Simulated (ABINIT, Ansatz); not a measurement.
## YBiS3 (Pm-3m): zone-centre phonons

Which modes does YBiS3 (Pm-3m) have at the zone centre?

Calculated with ABINIT 10.8.3; DFT LDA, scalar-relativistic, plane waves, PseudoDojo norm-conserving pseudopotentials.

The structure was built from a prototype and need not be the compound's stable phase.

**1. Set-up**

It takes space group Pm-3m (No. 221, cubic). Conventional cell: a = 5.061 Å, b = 5.061 Å, c = 5.061 Å, α = 90.00°, β = 90.00°, γ = 90.00°. Bi has 12 S at 3.58 Å nearest. Nearest to Y lie 6 S at 2.53 Å. Nearest to S lie 2 Y at 2.53 Å. Farther neighbours and most contacts between anions are not listed.

Structure file:

```cif
data_structure
_symmetry_space_group_name_H-M 'P 1'
_symmetry_Int_Tables_number 1
_cell_length_a 5.0606
_cell_length_b 5.0606
_cell_length_c 5.0606
_cell_angle_alpha 90.000
_cell_angle_beta 90.000
_cell_angle_gamma 90.000
_cell_volume 129.60
loop_
_atom_site_label
_atom_site_type_symbol
_atom_site_fract_x
_atom_site_fract_y
_atom_site_fract_z
_atom_site_occupancy
Bi1 Bi 0.00000 0.00000 0.00000 1
Y2 Y 0.50000 0.50000 0.50000 1
S3 S 0.50000 0.50000 0.00000 1
S4 S 0.50000 0.00000 0.50000 1
S5 S 0.00000 0.50000 0.50000 1
```

**2. Relaxing the cell and atoms**

The harmonic expansion needs vanishing forces, and a free crystal bears no stress, so cell and atoms are brought to rest. Stress is more sensitive to the basis than forces are: the last 3 Ha under the cutoff are smoothed with ecutsm, and the cutoff is raised above that of the later runs.

The starting cell comes from a relaxation made beforehand in Ansatz (LDA, PseudoDojo NC).

Input file relax.abi:

```
# relaxation
ionmov 2
optcell 2
dilatmx 1.08
ntime 40
tolmxf 1.0d-05
tolvrs 1.0d-14
prtwf 0
prtden 0
chksymtnons 0

# basis, mesh and filling
ecut 39.0
ecutsm 3.0
ngkpt 6 6 6
nshiftk 1
shiftk 0.0 0.0 0.0
istwfk *1
occopt 7
tsmear 0.01
nband 31
nstep 100
diemac 1000000.0
prtebands 0
prtgsr 0
useylm 1

# cell and atoms
acell 3*1.0 Angstrom
rprim 
    5.060561501 0.0 0.0
    0.0 5.060561501 0.0
    0.0 0.0 5.060561501
ntypat 3
znucl 83 39 16
natom 5
typat 1 2 3 3 3
xred 
    0.0 0.0 0.0
    0.5 0.5 0.5
    0.5 0.5 0.0
    0.5 0.0 0.5
    0.0 0.5 0.5
pp_dirpath "./pseudo"
pseudos "Bi.upf, Y.upf, S.upf"
```

Command:

```bash
> OMP_NUM_THREADS=1 mpirun -n 4 abinit relax.abi > relax.log
```

Numbers of over 12 decimals in the logs are rounded to 6 here.

relax.abo, the main output file:

```text
[banners, grids, parts of the stress and lines that vanish by symmetry left out]
- input  file    -> relax.abi
- output file    -> relax.abo
- root for input  files -> relaxi
[...]
Symmetries : space group Pm -3 m (#221); Bravais cP (primitive cubic)
[...]
mpw =       12893          nfft =      216000          nkpt =          20
[...]
== DATASET  1 ==================================================================
[...]
cutoff_energies: {ecut:  39.0, pawecutdg:  -1.0, }
[...]
ETOT  1  -155.65051536222    -1.557E+02 8.686E-02 4.802E+03
 ETOT  2  -155.86061285501    -2.101E-01 7.911E-03 1.617E+03
 ETOT  3  -156.00045211567    -1.398E-01 4.516E-03 6.057E+02
 ETOT  4  -156.04131582432    -4.086E-02 2.501E-03 7.915E+01
 ETOT  5  -156.04710697557    -5.791E-03 1.111E-03 1.871E+00
[...]
At SCF step   13       vres2   =  5.07E-15 < tolvrs=  1.00E-14 =>converged.
[...]
sigma(1 1)= -4.14437864E-06  sigma(3 2)=  0.00000000E+00
  sigma(2 2)= -4.14437864E-06  sigma(3 1)=  0.00000000E+00
  sigma(3 3)= -4.14437864E-06  sigma(2 1)=  0.00000000E+00
[...]
convergence: {deltae: -4.462E-12, res2:  5.071E-15, residm:  1.420E-04, diffor: null, }
etotal    :  -1.56047241E+02
[...]
ETOT  1  -156.04723773074    -1.560E+02 1.340E-04 5.129E-02
[...]
At SCF step   10       vres2   =  2.30E-15 < tolvrs=  1.00E-14 =>converged.
[...]
sigma(1 1)= -3.31691239E-06  sigma(3 2)=  0.00000000E+00
  sigma(2 2)= -3.31691239E-06  sigma(3 1)=  0.00000000E+00
  sigma(3 3)= -3.31691239E-06  sigma(2 1)=  0.00000000E+00
[...]
convergence: {deltae:  8.981E-12, res2:  2.302E-15, residm:  3.527E-05, diffor: null, }
etotal    :  -1.56047242E+02
[...]
ETOT  1  -156.04716970821    -1.560E+02 2.465E-05 8.247E-01
[...]
ETOT 10  -156.04724456394    -7.503E-12 2.963E-06 4.228E-14
 ETOT 11  -156.04724456395    -5.770E-12 1.593E-06 1.543E-15
 At SCF step   11       vres2   =  1.54E-15 < tolvrs=  1.00E-14 =>converged.
[...]
sigma(1 1)= -7.87538940E-09  sigma(3 2)=  0.00000000E+00
  sigma(2 2)= -7.87538940E-09  sigma(3 1)=  0.00000000E+00
  sigma(3 3)= -7.87538941E-09  sigma(2 1)=  0.00000000E+00
[...]
convergence: {deltae: -5.770E-12, res2:  1.543E-15, residm:  1.593E-06, diffor: null, }
etotal    :  -1.56047245E+02
[...]
At Broyd/MD step   3, gradients are converged :
[...]
sigma(1 1)= -7.87538940E-09  sigma(3 2)=  0.00000000E+00
  sigma(2 2)= -7.87538940E-09  sigma(3 1)=  0.00000000E+00
  sigma(3 3)= -7.87538941E-09  sigma(2 1)=  0.00000000E+00
[...]
- sigma(1 1)= -2.31701956E-04  sigma(3 2)=  0.00000000E+00
- sigma(2 2)= -2.31701956E-04  sigma(3 1)=  0.00000000E+00
- sigma(3 3)= -2.31701956E-04  sigma(2 1)=  0.00000000E+00
[...]
fcart     -0.0000000000E+00 -0.0000000000E+00 -0.0000000000E+00
           strten     -7.8753893962E-09 -7.8753894031E-09 -7.8753894057E-09
================================================================================

[key lines of the parts left out:]
pressure_GPa:   2.3170E-04
Total energy (etotal) [Ha]= -1.56047244563947E+02
```

Wall time 4.5 min (4 MPI ranks of Arm Neoverse V1, shared host); 18 min of CPU time.

Little changed from the start: no atom moved by 0.005 Å and no cell edge by 0.1 %.

Read from the output:

- volume per atom: 25.97 Å³
- pressure: 2.32e-4 GPa
- gap on the k-mesh: 0 eV

**3. Self-consistent run for the response**

The response is built on these wavefunctions, so the potential is converged far more tightly than an energy would need. Occupations are smeared.

Input file gs.abi:

```
# ground state
tolvrs 1.0d-16
prtden 1
prtwf 1

# basis, mesh and filling
ecut 31.0
ngkpt 6 6 6
nshiftk 1
shiftk 0.0 0.0 0.0
istwfk *1
occopt 7
tsmear 0.01
nband 31
nstep 100
diemac 1000000.0
prtebands 0
prtgsr 0
useylm 1

# cell and atoms
acell 3*1.0 Angstrom
rprim 
    5.063717515 0.0 0.0
    0.0 5.063717515 0.0
    0.0 0.0 5.063717515
ntypat 3
znucl 83 39 16
natom 5
typat 1 2 3 3 3
xred 
    0.0 0.0 0.0
    0.5 0.5 0.5
    0.5 0.5 0.0
    0.5 0.0 0.5
    0.0 0.5 0.5
pp_dirpath "./pseudo"
pseudos "Bi.upf, Y.upf, S.upf"
```

Command:

```bash
> OMP_NUM_THREADS=1 mpirun -n 4 abinit gs.abi > gs.log
```

gs.abo, the main output file:

```text
[banners, grids, parts of the stress and lines that vanish by symmetry left out]
- input  file    -> gs.abi
- output file    -> gs.abo
- root for input  files -> gsi
[...]
Symmetries : space group Pm -3 m (#221); Bravais cP (primitive cubic)
[...]
mpw =        7262          nfft =      110592          nkpt =          20
[...]
== DATASET  1 ==================================================================
[...]
cutoff_energies: {ecut:  31.0, pawecutdg:  -1.0, }
[...]
ETOT  1  -155.65296002823    -1.557E+02 8.234E-02 2.467E+03
 ETOT  2  -155.85862077738    -2.057E-01 9.576E-03 8.401E+02
 ETOT  3  -155.99982360392    -1.412E-01 8.534E-03 3.105E+02
 ETOT  4  -156.04010142679    -4.028E-02 6.787E-03 4.583E+01
 ETOT  5  -156.04670384905    -6.602E-03 1.020E-03 1.215E+00
[...]
ETOT 13  -156.04687448580     2.331E-12 1.010E-04 5.739E-15
 ETOT 14  -156.04687448580     3.695E-12 6.771E-05 4.995E-17
 At SCF step   14       vres2   =  4.99E-17 < tolvrs=  1.00E-16 =>converged.
[...]
sigma(1 1)=  5.44347843E-06  sigma(3 2)=  0.00000000E+00
  sigma(2 2)=  5.44347843E-06  sigma(3 1)=  0.00000000E+00
  sigma(3 3)=  5.44347843E-06  sigma(2 1)=  0.00000000E+00
[...]
convergence: {deltae:  3.695E-12, res2:  4.995E-17, residm:  6.771E-05, diffor: null, }
etotal    :  -1.56046874E+02
[...]
sigma(1 1)=  5.44347843E-06  sigma(3 2)=  0.00000000E+00
  sigma(2 2)=  5.44347843E-06  sigma(3 1)=  0.00000000E+00
  sigma(3 3)=  5.44347843E-06  sigma(2 1)=  0.00000000E+00
[...]
- sigma(1 1)=  1.60152665E-01  sigma(3 2)=  0.00000000E+00
- sigma(2 2)=  1.60152665E-01  sigma(3 1)=  0.00000000E+00
- sigma(3 3)=  1.60152665E-01  sigma(2 1)=  0.00000000E+00
[...]
fcart     -0.0000000000E+00 -0.0000000000E+00 -0.0000000000E+00
           strten      5.4434784325E-06  5.4434784325E-06  5.4434784325E-06
================================================================================

[key lines of the parts left out:]
pressure_GPa:  -1.6015E-01
```

Elapsed: 58 s, on 4 MPI ranks; 3.8 min of CPU time.

This step gave:

- pressure: -0.1602 GPa

The cell stands at -0.16 GPa: the relaxation ran with a smoothed and higher cutoff, and the difference is a stress of the finite basis.

[end of part 1 of 4]

[Host names and launcher messages were left out of these logs when they were recorded.]

[Logs are printed without paths, hosts, clocks, repeated set-up lines and the standing remarks that a program may print on its own settings, such as how far it seeks lower states.]

[Hosts, paths, dates, database ids (printed as entryN), source tags and the programs' standing remarks are cut or masked in the printed files.]
